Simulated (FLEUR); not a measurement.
**Cobalt: orders along a scan of the volume**

How does the volume change the magnetic state of Cobalt?

Main program and level: FLEUR MaX-R8.1; LDA (VWN); all-electron FLAPW, Dirac cores, scalar-relativistic bands.

## Step 1: The starting structure

The structure is hexagonal, space group P6_3/mmc (No. 194). Conventional cell: a = 2.507 Å, b = 2.507 Å, c = 4.070 Å, α = 90.00°, β = 90.00°, γ = 120.00°. Nearest to Co lie 12 Co at 2.50 to 2.51 Å.

## Step 2: Factor 1, start ferro ++

The scan starts at the cell as given.

All lengths change alike; the factor is that of the volume. Atoms keep their fractional places. Spheres, Kmax and the mesh are the same at all points, the spheres being those of the tightest cell. inpgen writes inp.xml from crystal.txt; cutoffs, mixing, functional, smearing and local orbitals are then set in the file. The k list default-1 (kpts.xml, not shown) is a Γ-centred 14×14×8 mesh; where the ranks do not divide the number of points, some are split in two of half the weight.

File inp.xml:

```
<?xml version="1.0" encoding="UTF-8" standalone="no"?>
<fleurInput fleurInputVersion="0.39">
   <comment>
      Co
   </comment>
   <calculationSetup>
      <cutoffs Kmax="3.73" Gmax="11.2" GmaxXC="11.2" numbands="0"/>
      <scfLoop itmax="110" minDistance="0.00002" maxIterBroyd="15" imix="Anderson" alpha="0.05" precondParam="0.0" spinf="2.0" sdNocoIR="T"/>
      <coreElectrons ctail="T" frcor="F" kcrel="0" coretail_lmax="0"/>
      <xcFunctional name="vwn" relativisticCorrections="F"/>
      <magnetism jspins="2"/>
      <soc l_soc="F" theta="0.0" phi="0.0" spav="F"/>
      <expertModes spex="0" secvar="F"/>
      <geometryOptimization l_f="F" forcealpha="1.0" forcemix="BFGS" epsdisp="0.00001" epsforce="0.00001"/>
      <ldaU l_linMix="F" mixParam="0.05" spinf="1.0"/>
   </calculationSetup>
   <cell>
      <bzIntegration valenceElectrons="34.0" mode="hist" fermiSmearingEnergy="0.00183747">
         <kPointListSelection listName="default-1"/>
         <xi:include xmlns:xi="http://www.w3.org/2001/XInclude" href="kpts.xml"> </xi:include>
      </bzIntegration>
      <xi:include xmlns:xi="http://www.w3.org/2001/XInclude" href="sym.xml"> </xi:include>
      <bulkLattice scale="1.0">
         <bravaisMatrix>
            <row-1>    4.7382992847653478     0.0000000000188973     0.0000000000000000</row-1>
            <row-2>   -2.3691496423921228     4.1034875513345304     0.0000000000000000</row-2>
            <row-3>    0.0000000000000000     0.0000000000000000     7.6909963545095392</row-3>
         </bravaisMatrix>
      </bulkLattice>
   </cell>
   <atomSpecies>
      <species name="Cobalt (Co2.000" element="Co" atomicNumber="27">
         <mtSphere radius="2.2" gridPoints="727" logIncrement="0.017"/>
         <atomicCutoffs lmax="8" lnonsphr="6"/>
         <electronConfig flipSpins="F">
            <coreConfig>(1s1/2) (2s1/2) (2p1/2) (2p3/2)</coreConfig>
            <valenceConfig>(3s1/2) (3p1/2) (3p3/2) (4s1/2) (3d3/2) (3d5/2)</valenceConfig>
            <stateOccupation state="(3d3/2)" spinUp="1.5" spinDown="1.3"/>
            <stateOccupation state="(3d5/2)" spinUp="3.0" spinDown="1.2"/>
         </electronConfig>
         <energyParameters s="4" p="4" d="3" f="4"/>
         <lo type="SCLO" l="0" n="3" eDeriv="0"/>
         <lo type="SCLO" l="1" n="3" eDeriv="0"/>
      </species>
   </atomSpecies>
   <atomGroups>
      <atomGroup species="Cobalt (Co2.000">
         <relPos label="                   1">1.000/3.000 -1.000/3.000 1.000/4.000</relPos>
         <relPos label="                   2">-1.000/3.000 1.000/3.000 -1.000/4.000</relPos>
         <force calculate="T" relaxXYZ="TTT"/>
      </atomGroup>
   </atomGroups>
   <output dos="F" band="F" slice="F">
      <bandDOS minEnergy="-.5*Htr" maxEnergy="0.5*Htr" sigma="0.015" storeEVData="T"/>
      <plotting iplot="0" polar="F">
         <plot TwoD="T" vec1="  1.0  0.0  0.0" vec2="  0.0  1.0  0.0" vec3="  0.0  0.0  1.0" zero="  0.0  0.0  0.0" file="plot"/>
      </plotting>
      <moessbauerParams electricFieldGradient="F" isomerShift="F" coreHyperfine="F" valenceHyperfine="F"/>
   </output>
</fleurInput>
```

File crystal.txt:

```
Co
&input film=F cartesian=F /
2.50739999997  0.00000000001  0.00000000000
-1.25369999999  2.17147209742  0.00000000000
0.00000000000  0.00000000000  4.06990000000
1.8897261246
1.0 1.0 1.0

2
27 0.33333333333  0.66666666667  0.25000000000 : 2.000
27 0.66666666667  0.33333333333  0.75000000000 : 2.000

&kpt div1=14 div2=14 div3=8 gamma=T /
```

On the command line:

```
$ OMP_NUM_THREADS=1 inpgen -f crystal.txt > inpgen.log  # inp.xml is then edited as shown
$ OMP_NUM_THREADS=1 mpirun -n 4 fleur_MPI > fleur.log
```

The program printed:

```text
Welcome to FLEUR        (www.flapw.de)
      MaX-Release 8.1          (www.max-centre.eu)

 ========== k-point set info ==========
 Selected k-point list: default-1
 k-point list type: mesh
 14 x 14 x 8
 Number of k points: 120

 ------------Calculation Setup---------------------------
 Number of MPI-tasks      :            4
 Number of PE/node        :            4
 Number of OMP-threads    :            1
 k-points in parallel     :            4
 pe's per k-point         :            1
 No of k-point loops      :           30
 Eigenvalue solver        :       lapack
 Number of basis functions:          151
 Approximate size of matrices (H+S) per k-point:         0.000 GB
 --------------------------------------------------------
 Iteration:     1   Distance:       9.19543948 me/bohr^3
 Iteration:     2   Distance:       7.51466548 me/bohr^3
 Iteration:     3   Distance:       4.71540696 me/bohr^3
 Iteration:     4   Distance:       2.15513002 me/bohr^3
 Iteration:     5   Distance:       1.56365357 me/bohr^3
 Iteration:     6   Distance:       0.88481986 me/bohr^3
 Iteration:     7   Distance:       0.63807936 me/bohr^3
 Iteration:     8   Distance:       0.16602485 me/bohr^3
 Iteration:     9   Distance:       0.11415825 me/bohr^3
 Iteration:    10   Distance:       0.07688981 me/bohr^3
 Iteration:    11   Distance:       0.06266105 me/bohr^3
 Iteration:    12   Distance:       0.01337392 me/bohr^3
 Iteration:    13   Distance:       0.01021220 me/bohr^3
 Iteration:    14   Distance:       0.00041385 me/bohr^3
 Iteration:    15   Distance:       0.00009970 me/bohr^3
 Iteration:    16   Distance:       0.00009325 me/bohr^3
 Iteration:    17   Distance:       0.00005812 me/bohr^3
 Iteration:    18   Distance:       0.00003455 me/bohr^3
 Iteration:    19   Distance:       0.00000379 me/bohr^3

 ********************************************************************
 Run finished successfully
 Stop message:
   all done
 ********************************************************************

--- out.xml (last complete iteration) ---
<iteration numberForCurrentRun="   19" overallNumber="   19">
         [... left out ...]
         <bandgap value="0.0053482349" units="eV"/>
         <sumValenceSingleParticleEnergies value="-29.2989058138" units="Htr"/>
         <FermiEnergy value="0.3414804962" units="Htr"/>
         <valenceDensity>
            <mtCharges spin="1">
               <mtCharge atomType="1" total="8.6985948" s="1.1810587" p="3.1513883" d="4.3520849" f="0.0108954"/>
            </mtCharges>
            <mtCharges spin="2">
               <mtCharge atomType="1" total="7.0926902" s="1.1897510" p="3.1805799" d="2.7094291" f="0.0101789"/>
            </mtCharges>
            <spinDependentCharge spin="1" total="18.5522570" interstitial="1.1550674" mtSpheres="17.3971896"/>
            <spinDependentCharge spin="2" total="15.4477430" interstitial="1.2623627" mtSpheres="14.1853803"/>
            <totalCharge value="34.0000000000"/>
         </valenceDensity>
         [... left out ...]
         <magneticMomentsInMTSpheres units="muBohr">
            <globalMagMoment atomType="1" vec="0.00000   0.00000   1.60590"/>
            <localMagMoment atomType="1" vec="0.00000   0.00000   1.60590"/>
         </magneticMomentsInMTSpheres>
         [... left out ...]
         <totalEnergy value="    -2782.3149027134" units="Htr">
            <sumOfEigenvalues value="    -1601.5047451882">
               <coreElectrons value="-1572.2058393744"/>
               <valenceElectrons value="-29.2989058138"/>
            </sumOfEigenvalues>
            <densityCoulombPotentialIntegral value="-4271.6996977965"/>
            <densityEffectivePotentialIntegral value="-4423.4593990887"/>
            <chargeDenXCDenIntegral value="-114.6424910560"/>
            <FockExchangeEnergyValence value="0.0000000000"/>
            <FockExchangeEnergyCore value="0.0000000000"/>
         [... left out ...]
            <tkbTimesEntropy value="0.0005840722"/>
            <freeEnergy value="-2782.3154867855"/>
            <extrapolationTo0K value="-2782.3151947495"/>
         </totalEnergy>
         <densityConvergence units="me/bohr^3">
            <chargeDensity spin="1" distance="0.0000027557"/>
            <chargeDensity spin="2" distance="0.0000019001"/>
            <overallChargeDensity distance="0.0000037932"/>
            <spinDensity distance="0.0000028320"/>
         </densityConvergence>
      </iteration>
```

The job ended after 13 s (4 MPI ranks of Intel Xeon Platinum 8488C (Sapphire Rapids), shared host; peak memory 0.2 GiB).

This step gave:

```yaml
free_energy: -75710.6614 eV
program_s_band_gap_on_this_mesh_in_a_metal_only_a_level_spacing: 0.005348 eV
magnetization: 3.104 μB
final_state: ferromagnetic
largest_moment: 1.606 μB
```

After 19 cycles the largest moment stands at 1.61 μB.

## Step 3: Factor 1, start antiferro +-

inp.xml: that of step 2 with these lines changed.

```diff
@@ -44,2 +44,15 @@
       </species>
+      <species name="Cobalt (Co-2.000" element="Co" atomicNumber="27">
+         <mtSphere radius="2.2" gridPoints="727" logIncrement="0.017"/>
+         <atomicCutoffs lmax="8" lnonsphr="6"/>
+         <electronConfig flipSpins="F">
+            <coreConfig>(1s1/2) (2s1/2) (2p1/2) (2p3/2)</coreConfig>
+            <valenceConfig>(3s1/2) (3p1/2) (3p3/2) (4s1/2) (3d3/2) (3d5/2)</valenceConfig>
+            <stateOccupation state="(3d3/2)" spinUp="1.3" spinDown="1.5"/>
+            <stateOccupation state="(3d5/2)" spinUp="1.2" spinDown="3.0"/>
+         </electronConfig>
+         <energyParameters s="4" p="4" d="3" f="4"/>
+         <lo type="SCLO" l="0" n="3" eDeriv="0"/>
+         <lo type="SCLO" l="1" n="3" eDeriv="0"/>
+      </species>
    </atomSpecies>
@@ -48,2 +61,5 @@
          <relPos label="                   1">1.000/3.000 -1.000/3.000 1.000/4.000</relPos>
+         <force calculate="T" relaxXYZ="TTT"/>
+      </atomGroup>
+      <atomGroup species="Cobalt (Co-2.000">
          <relPos label="                   2">-1.000/3.000 1.000/3.000 -1.000/4.000</relPos>
```

crystal.txt: that of step 2 with these lines changed.

```diff
@@ -10,3 +10,3 @@
 27 0.33333333333  0.66666666667  0.25000000000 : 2.000
-27 0.66666666667  0.33333333333  0.75000000000 : 2.000
+27 0.66666666667  0.33333333333  0.75000000000 : -2.000
```

The program printed:

```text
[banner, memory and clock lines left out]
Welcome to FLEUR        (www.flapw.de)
      MaX-Release 8.1          (www.max-centre.eu)

 ========== k-point set info ==========
 Selected k-point list: default-1
 k-point list type: mesh
 14 x 14 x 8
 Number of k points: 120

 [... set-up left out ...]
 Iteration:     1   Distance:      15.95423807 me/bohr^3
 Iteration:     2   Distance:      15.45362005 me/bohr^3
 Iteration:     3   Distance:      12.59761293 me/bohr^3
 Iteration:     4   Distance:       7.65062601 me/bohr^3
 Iteration:     5   Distance:       7.45692252 me/bohr^3
 Iteration:     6   Distance:       7.52209727 me/bohr^3
 Iteration:     7   Distance:       6.17641957 me/bohr^3
 Iteration:     8   Distance:       1.90575701 me/bohr^3
[... lines left out ...]
[... 90 iterations left out ...]
[... lines left out ...]
 Iteration:   105   Distance:       0.00875094 me/bohr^3
 Iteration:   106   Distance:       0.01156025 me/bohr^3
 Iteration:   107   Distance:       0.01637932 me/bohr^3
 Iteration:   108   Distance:       0.01651470 me/bohr^3
 Iteration:   109   Distance:       0.01482753 me/bohr^3
 Iteration:   110   Distance:       0.01482173 me/bohr^3

 ********************************************************************
 Run finished successfully
 Stop message:
   all done
 ********************************************************************

--- out.xml (last complete iteration) ---
<iteration numberForCurrentRun="  110" overallNumber="  110">
         [... left out ...]
         <bandgap value="0.0023539847" units="eV"/>
         <sumValenceSingleParticleEnergies value="-29.3447201850" units="Htr"/>
         <FermiEnergy value="0.3396220112" units="Htr"/>
         [... left out ...]
         <magneticMomentsInMTSpheres units="muBohr">
            <globalMagMoment atomType="1" vec="0.00000   0.00000   0.41158"/>
            <globalMagMoment atomType="2" vec="0.00000   0.00000  -0.41154"/>
         </magneticMomentsInMTSpheres>
         [... left out ...]
         <totalEnergy value="    -2782.2996347052" units="Htr">
            <sumOfEigenvalues value="    -1601.6739023666">
               <coreElectrons value="-1572.3291821815"/>
               <valenceElectrons value="-29.3447201850"/>
            </sumOfEigenvalues>
         [... left out ...]
            <freeEnergy value="-2782.3015965442"/>
            <extrapolationTo0K value="-2782.3006156247"/>
         </totalEnergy>
         <densityConvergence units="me/bohr^3">
            <chargeDensity spin="1" distance="0.0076415913"/>
            <chargeDensity spin="2" distance="0.0084744381"/>
            <overallChargeDensity distance="0.0148217285"/>
            <spinDensity distance="0.0063825075"/>
         </densityConvergence>
      </iteration>
```

The job ended after 86 s (4 MPI ranks; peak memory 0.23 GiB).

The run stopped without converging, so none of its numbers is a property of the system.

After 110 cycles the density distance stands at 0.015 me/bohr³, above the threshold of 2e-05.

## Step 4: Factor 1, start no spin polarisation

inp.xml: that of step 3 with these lines changed.

```diff
@@ -10,3 +10,3 @@
       <xcFunctional name="vwn" relativisticCorrections="F"/>
-      <magnetism jspins="2"/>
+      <magnetism jspins="1"/>
       <soc l_soc="F" theta="0.0" phi="0.0" spav="F"/>
@@ -31,3 +31,3 @@
    <atomSpecies>
-      <species name="Cobalt (Co2.000" element="Co" atomicNumber="27">
+      <species name="Cobalt (Co)" element="Co" atomicNumber="27">
          <mtSphere radius="2.2" gridPoints="727" logIncrement="0.017"/>
@@ -37,17 +37,4 @@
             <valenceConfig>(3s1/2) (3p1/2) (3p3/2) (4s1/2) (3d3/2) (3d5/2)</valenceConfig>
-            <stateOccupation state="(3d3/2)" spinUp="1.5" spinDown="1.3"/>
-            <stateOccupation state="(3d5/2)" spinUp="3.0" spinDown="1.2"/>
-         </electronConfig>
-         <energyParameters s="4" p="4" d="3" f="4"/>
-         <lo type="SCLO" l="0" n="3" eDeriv="0"/>
-         <lo type="SCLO" l="1" n="3" eDeriv="0"/>
-      </species>
-      <species name="Cobalt (Co-2.000" element="Co" atomicNumber="27">
-         <mtSphere radius="2.2" gridPoints="727" logIncrement="0.017"/>
-         <atomicCutoffs lmax="8" lnonsphr="6"/>
-         <electronConfig flipSpins="F">
-            <coreConfig>(1s1/2) (2s1/2) (2p1/2) (2p3/2)</coreConfig>
-            <valenceConfig>(3s1/2) (3p1/2) (3p3/2) (4s1/2) (3d3/2) (3d5/2)</valenceConfig>
-            <stateOccupation state="(3d3/2)" spinUp="1.3" spinDown="1.5"/>
-            <stateOccupation state="(3d5/2)" spinUp="1.2" spinDown="3.0"/>
+            <stateOccupation state="(3d3/2)" spinUp="1.400000" spinDown="1.400000"/>
+            <stateOccupation state="(3d5/2)" spinUp="2.100000" spinDown="2.100000"/>
          </electronConfig>
@@ -59,7 +46,4 @@
    <atomGroups>
-      <atomGroup species="Cobalt (Co2.000">
+      <atomGroup species="Cobalt (Co)">
          <relPos label="                   1">1.000/3.000 -1.000/3.000 1.000/4.000</relPos>
-         <force calculate="T" relaxXYZ="TTT"/>
-      </atomGroup>
-      <atomGroup species="Cobalt (Co-2.000">
          <relPos label="                   2">-1.000/3.000 1.000/3.000 -1.000/4.000</relPos>
```

crystal.txt: that of step 3 with these lines changed.

```diff
@@ -9,4 +9,4 @@
 2
-27 0.33333333333  0.66666666667  0.25000000000 : 2.000
-27 0.66666666667  0.33333333333  0.75000000000 : -2.000
+27 0.33333333333  0.66666666667  0.25000000000
+27 0.66666666667  0.33333333333  0.75000000000
```

The program printed:

```text
[banner, memory and clock lines left out]
Welcome to FLEUR        (www.flapw.de)
      MaX-Release 8.1          (www.max-centre.eu)

 ========== k-point set info ==========
 Selected k-point list: default-1
 k-point list type: mesh
 14 x 14 x 8
 Number of k points: 120

 [... set-up left out ...]
 Iteration:     1   Distance:       9.59803442 me/bohr^3
 Iteration:     2   Distance:       7.93121982 me/bohr^3
 Iteration:     3   Distance:       3.21547729 me/bohr^3
 Iteration:     4   Distance:       0.65675380 me/bohr^3
 Iteration:     5   Distance:       0.48070994 me/bohr^3
[...]
<FermiEnergy value="0.3390740266" units="Htr"/>
         [... left out ...]
         <totalEnergy value="    -2782.2997226495" units="Htr">
            <sumOfEigenvalues value="    -1601.6897571107">
               <coreElectrons value="-1572.3394531141"/>
               <valenceElectrons value="-29.3503039966"/>
            </sumOfEigenvalues>
         [... left out ...]
            <freeEnergy value="-2782.3016192792"/>
            <extrapolationTo0K value="-2782.3006709644"/>
         </totalEnergy>
         <densityConvergence units="me/bohr^3">
            <chargeDensity spin="1" distance="0.0000049558"/>
         </densityConvergence>
      </iteration>
```

Wall time 5.4 s (4 MPI ranks); peak memory 0.18 GiB; 21 s of CPU time.

Numbers from this step:

- free energy: -75710.2840 eV
- program's band gap on this mesh (in a metal only a level spacing): 0.004418 eV
- final state: non-magnetic (no spin polarisation)

[end of part 1 of 2]

[Logs and program files are shortened in this print: banners, set-up blocks, solver, clock and traceback lines can be left out without a mark of their own.]

[Logs are printed without paths, hosts, clocks, repeated set-up lines and the standing remarks that a program may print on its own settings, such as how far it seeks lower states.]

[Hosts, paths, dates, database ids (printed as entryN), source tags and the programs' standing remarks are cut or masked in the printed files.]

[Where a cell is said to come from a database of computed structures, the database is the Materials Project.]
